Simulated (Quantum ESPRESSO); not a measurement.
# K2MnS2: spin-resolved density of states

Aim: the densities of states of K2MnS2 in the lowest state of several starts.

Calculated with Quantum ESPRESSO 7.5; PBEsol with U = 4 eV on Mn d (ortho-atomic projectors); plane waves with GBRV 1.5 PBEsol potentials, no spin-orbit coupling.

## Step 1: The structure

Symmetry: Ibam, No. 72, orthorhombic system. The conventional cell has a = 6.932 Å, b = 12.636 Å, c = 6.179 Å, α = 90.00°, β = 90.00°, γ = 90.00°. K has 6 S at 3.15 to 3.79 Å and 2 Mn at 3.40 Å and 2 K at 3.76 Å nearest. Nearest to Mn lie 4 S at 2.44 Å. Nearest to S lie 2 Mn at 2.44 Å and 6 K at 3.15 to 3.79 Å. Farther neighbours and most contacts between anions are not listed.

The cell comes from the Crystallography Open Database.

## Step 2: Ground-state run

This state came out lowest in a comparison of starts that is told elsewhere.

File pw.in:

```
&CONTROL
  calculation = 'scf'
  prefix = 'pwscf'
  outdir = './tmp'
  pseudo_dir = './pseudo'
  disk_io = 'low'
/
&SYSTEM
  ibrav = 0
  celldm(1) = 8
  nat = 10
  ntyp = 4
  ecutwfc = 40
  ecutrho = 280
  nbnd = 63
  occupations = 'smearing'
  smearing = 'fd'
  degauss = 0.00367493
  nspin = 2
  starting_magnetization(1) = 0
  starting_magnetization(2) = 0.3
  starting_magnetization(3) = -0.3
  starting_magnetization(4) = 0
/
&ELECTRONS
  conv_thr = 2d-08
  electron_maxstep = 150
  mixing_beta = 0.3
/
ATOMIC_SPECIES
K      39.0983 k_pbesol_v1.4.uspp.F.UPF
Mn1    54.9380 mn_pbesol_v1.5.uspp.F.UPF
Mn2    54.9380 mn_pbesol_v1.5.uspp.F.UPF
S      32.0600 s_pbesol_v1.4.uspp.F.UPF
CELL_PARAMETERS alat
  -0.8187238434941    1.4924112069232    0.7297886077539
   0.8187238434941   -1.4924112069232    0.7297886077539
   0.8187238434941    1.4924112069232   -0.7297886077539
ATOMIC_POSITIONS crystal
K       0.1478000000    0.3450000000    0.4928000000
K       0.8522000000    0.6550000000    0.5072000000
K       0.3522000000    0.8450000000    0.1972000000
K       0.6478000000    0.1550000000    0.8028000000
Mn1     0.2500000000    0.2500000000    0.0000000000
Mn2     0.7500000000    0.7500000000    0.0000000000
S       0.8965000000    0.1953000000    0.0918000000
S       0.1035000000    0.8047000000    0.9082000000
S       0.6035000000    0.6953000000    0.2988000000
S       0.3965000000    0.3047000000    0.7012000000
K_POINTS automatic
4 4 4 0 0 0
HUBBARD {ortho-atomic}
U Mn1-3d 4.0000
U Mn2-3d 4.0000
```

Started as:

```bash
$ OMP_NUM_THREADS=1 mpirun -n 4 pw.x -nk 4 -in pw.in > pw.out
```

Output:

```text
Program PWSCF v.7.5 starts

     Message from routine setup:
     using ibrav=0 with symmetry is DISCOURAGED, use correct ibrav instead

     K-points division:     npool     =       4
     Subspace diagonalization in iterative solution of the eigenvalue problem:

     bravais-lattice index     =            0
     lattice parameter (alat)  =       8.0000  a.u.
     unit-cell volume          =    1826.2195 (a.u.)^3
     number of atoms/cell      =           10
     number of atomic types    =            4
     number of electrons       =        90.00
     number of Kohn-Sham states=           63
     kinetic-energy cutoff     =      40.0000  Ry
     charge density cutoff     =     280.0000  Ry
     scf convergence threshold =      2.0E-08
     mixing beta               =       0.3000
     number of iterations used =            8  plain     mixing
     Exchange-correlation= SLA  PW   PSX  PSC
                           (   1   4  10   8   0   0   0)
     Hubbard projectors: ortho-atomic
     Hubbard parameters of DFT+U (Dudarev formulation) in eV:
     U(Mn1-3d) =  4.0000
     U(Mn2-3d) =  4.0000

     Internal variables: lda_plus_u =T, lda_plus_u_kind = 0

     Internal variables: orbital_resolved =F, hub_pot_fix =F, apply_U = F

     celldm(1)=   8.000000  celldm(2)=   0.000000  celldm(3)=   0.000000
     celldm(4)=   0.000000  celldm(5)=   0.000000  celldm(6)=   0.000000

     crystal axes: (cart. coord. in units of alat)
               a(1) = (  -0.818724   1.492411   0.729789 )
               a(2) = (   0.818724  -1.492411   0.729789 )
               a(3) = (   0.818724   1.492411  -0.729789 )

     reciprocal axes: (cart. coord. in units 2 pi/alat)
               b(1) = ( -0.000000  0.335028  0.685130 )
               b(2) = (  0.610707  0.000000  0.685130 )
               b(3) = (  0.610707  0.335028  0.000000 )

     PseudoPot. # 1 for K  read from file:
     k_pbesol_v1.4.uspp.F.UPF
     Pseudo is Ultrasoft + core correction, Zval =  9.0

     PseudoPot. # 2 for Mn read from file:
     mn_pbesol_v1.5.uspp.F.UPF
     Pseudo is Ultrasoft + core correction, Zval = 15.0

     PseudoPot. # 3 for Mn read from file:
     mn_pbesol_v1.5.uspp.F.UPF
     Pseudo is Ultrasoft + core correction, Zval = 15.0

     PseudoPot. # 4 for S  read from file:
     s_pbesol_v1.4.uspp.F.UPF
     Pseudo is Ultrasoft + core correction, Zval =  6.0

     atomic species   valence    mass     pseudopotential
     K                 9.00    39.09830     K ( 1.00)
     Mn1              15.00    54.93800     Mn( 1.00)
     Mn2              15.00    54.93800     Mn( 1.00)
     S                 6.00    32.06000     S ( 1.00)

     Starting magnetic structure
     atomic species   magnetization
     K               0.000
     Mn1             0.300
     Mn2            -0.300
     S               0.000

      4 Sym. Ops. (no inversion) found ( 2 have fractional translation)

   Cartesian axes

     site n.     atom                  positions (alat units)
         1        K      tau(   1) = (   0.5649195   0.4411568   0.0000000  )
         2        K      tau(   2) = (   0.2538044   1.0512545   0.7297886  )
         3        K      tau(   3) = (   0.5649195  -0.4411568   0.7297886  )
         4        K      tau(   4) = (   0.2538044   1.9335680   0.0000000  )
         5        Mn1    tau(   5) = (   0.0000000   0.0000000   0.3648943  )
         6        Mn2    tau(   6) = (  -0.0000000   0.0000000   1.0946829  )
         7        S      tau(   7) = (  -0.4989303   1.1834821   0.7297886  )
         8        S      tau(   8) = (   1.3176542   0.3089291  -0.0000000  )
         9        S      tau(   9) = (   0.3197935   0.3089291   0.7297886  )
        10        S      tau(  10) = (   0.4989303   1.1834821  -0.0000000  )

     number of k points=    18  Fermi-Dirac smearing, width (Ry)=  0.0037
                       cart. coord. in units 2pi/alat
        k(    1) = (   0.0000000   0.0000000   0.0000000), wk =   0.0156250
        k(    2) = (   0.1526766   0.0837571   0.0000000), wk =   0.0625000
        k(    3) = (  -0.3053533  -0.1675142   0.0000000), wk =   0.0312500
        k(    4) = (   0.1526766   0.0000000   0.1712825), wk =   0.0625000
        k(    5) = (   0.3053533   0.0837571   0.1712825), wk =   0.1250000
        [... 13 further k-points ...]

     Dense  grid:   144487 G-vectors     FFT dimensions: (  80,  80,  80)

     Smooth grid:    62453 G-vectors     FFT dimensions: (  60,  60,  60)

     Check: negative core charge=   -0.000015
     Generating pointlists ...
     new r_m :   0.3074 (alat units)  2.4593 (a.u.) for type    1
     new r_m :   0.2373 (alat units)  1.8982 (a.u.) for type    2
     new r_m :   0.2373 (alat units)  1.8982 (a.u.) for type    3
     new r_m :   0.2373 (alat units)  1.8982 (a.u.) for type    4

     Initial potential from superposition of free atoms

     starting charge      86.9850, renormalised to      90.0000

     STARTING HUBBARD OCCUPATIONS:

     =================== HUBBARD OCCUPATIONS ===================
     ------------------------ ATOM    5 ------------------------
     Tr[ns(  5)] (up, down, total) =   5.00000  0.00000  5.00000
     Atomic magnetic moment for atom   5 =   5.00000
     [... lines left out ...]
     ------------------------ ATOM    6 ------------------------
     Tr[ns(  6)] (up, down, total) =   0.00000  5.00000  5.00000
     Atomic magnetic moment for atom   6 =  -5.00000
     [... lines left out ...]
     Number of occupied Hubbard levels =   10.0000

     Atomic wfc used for Hubbard projectors are orthogonalized

     Starting wfcs are   74 randomized atomic wfcs

     Self-consistent Calculation

     iteration #  1     ecut=    40.00 Ry     beta= 0.30
     Davidson diagonalization with overlap
     ethr =  1.00E-02,  avg # of iterations =  6.5

     =================== HUBBARD OCCUPATIONS ===================
     ------------------------ ATOM    5 ------------------------
     Tr[ns(  5)] (up, down, total) =   4.58135  0.17028  4.75162
     Atomic magnetic moment for atom   5 =   4.41107
     [... lines left out ...]
     ------------------------ ATOM    6 ------------------------
     Tr[ns(  6)] (up, down, total) =   0.17030  4.58177  4.75208
     Atomic magnetic moment for atom   6 =  -4.41147
     [... lines left out ...]
     Number of occupied Hubbard levels =    9.5037

     total energy              =    -745.78641451 Ry
     estimated scf accuracy    <       3.22192420 Ry

     total magnetization       =     0.00 Bohr mag/cell
     absolute magnetization    =     9.33 Bohr mag/cell

     iteration #  2     ecut=    40.00 Ry     beta= 0.30
     Davidson diagonalization with overlap
     ethr =  3.58E-03,  avg # of iterations =  2.1

     total energy              =    -746.39281459 Ry
     estimated scf accuracy    <       0.23349348 Ry

     total magnetization       =     0.00 Bohr mag/cell
     absolute magnetization    =     9.64 Bohr mag/cell

     [... further iterations left out ...]

     iteration # 12     ecut=    40.00 Ry     beta= 0.30
     Davidson diagonalization with overlap
     ethr =  3.73E-11,  avg # of iterations = 15.2

     negative rho (up, down):  3.802E-04 3.802E-04

     total energy              =    -746.45456882 Ry
     estimated scf accuracy    <       0.00000013 Ry

     total magnetization       =     0.00 Bohr mag/cell
     absolute magnetization    =     9.65 Bohr mag/cell

     iteration # 13     ecut=    40.00 Ry     beta= 0.30
     Davidson diagonalization with overlap
     ethr =  3.73E-11,  avg # of iterations =  4.0

     negative rho (up, down):  3.801E-04 3.801E-04

     Magnetic moment per site  (integrated on atomic sphere of radius R)
     atom   1 (R=0.307)  charge=  7.8816  magn= -0.0000
     atom   2 (R=0.307)  charge=  7.8816  magn= -0.0000
     atom   3 (R=0.307)  charge=  7.8816  magn= -0.0000
     atom   4 (R=0.307)  charge=  7.8816  magn= -0.0000
     atom   5 (R=0.237)  charge= 12.9599  magn=  4.2324
     atom   6 (R=0.237)  charge= 12.9599  magn= -4.2324
     atom   7 (R=0.237)  charge=  4.1834  magn=  0.0000
     atom   8 (R=0.237)  charge=  4.1834  magn=  0.0000
     atom   9 (R=0.237)  charge=  4.1834  magn=  0.0000
     atom  10 (R=0.237)  charge=  4.1834  magn=  0.0000

     End of self-consistent calculation

     =================== HUBBARD OCCUPATIONS ===================
     ------------------------ ATOM    5 ------------------------
     Tr[ns(  5)] (up, down, total) =   4.93130  0.37763  5.30894
     Atomic magnetic moment for atom   5 =   4.55367
     [... lines left out ...]
     ------------------------ ATOM    6 ------------------------
     Tr[ns(  6)] (up, down, total) =   0.37763  4.93130  5.30894
     Atomic magnetic moment for atom   6 =  -4.55367
     [... lines left out ...]
     Number of occupied Hubbard levels =   10.6179

     [... lines left out ...]
     the Fermi energy is     5.7440 ev

!    total energy              =    -746.45456887 Ry
     estimated scf accuracy    <       0.00000002 Ry
     smearing contrib. (-TS)   =      -0.00000000 Ry
     internal energy E=F+TS    =    -746.45456887 Ry

     The total energy is F=E-TS. E is the sum of the following terms:
     one-electron contribution =    -513.99408419 Ry
     hartree contribution      =     279.93450078 Ry
     xc contribution           =    -122.32175607 Ry
     ewald contribution        =    -390.19478083 Ry
     Hubbard energy            =       0.12155144 Ry

     total magnetization       =    -0.00 Bohr mag/cell
     absolute magnetization    =     9.65 Bohr mag/cell

     convergence has been achieved in  13 iterations

=------------------------------------------------------------------------------=
   JOB DONE.
=------------------------------------------------------------------------------=
```

Run time: 2.4 min. Hardware: 4 MPI ranks of AMD EPYC 9R14 (Zen 4), shared host; peak memory 1.5 GiB; 9.4 min of CPU time.

Spin moment in the atom's sphere by atom:

| atom | spin moment in the atom's sphere (μB) |
| --- | --- |
| K1 | 0.00 |
| K2 | 0.00 |
| K3 | 0.00 |
| K4 | 0.00 |
| Mn5 | 4.23 |
| Mn6 | -4.23 |
| S7 | 0.00 |
| S8 | 0.00 |
| S9 | 0.00 |
| S10 | 0.00 |

Read from the output:

| Item | Value |
| --- | --- |
| smearing term TS | 3.57e-12 eV |
| magnetization | 0 μB |
| absolute magnetization | 9.655 μB |
| final state | antiferromagnetic |

(Part 1 of 2 ends here.)

[Logs and program files are shortened in this print: banners, set-up blocks, solver, clock and traceback lines can be left out without a mark of their own.]

[Logs are printed without paths, hosts, clocks, repeated set-up lines and the standing remarks that a program may print on its own settings, such as how far it seeks lower states.]

[Hosts, paths, dates, database ids (printed as entryN), source tags and the programs' standing remarks are cut or masked in the printed files.]

[Where a cell is said to come from a database of computed structures, the database is the Materials Project.]
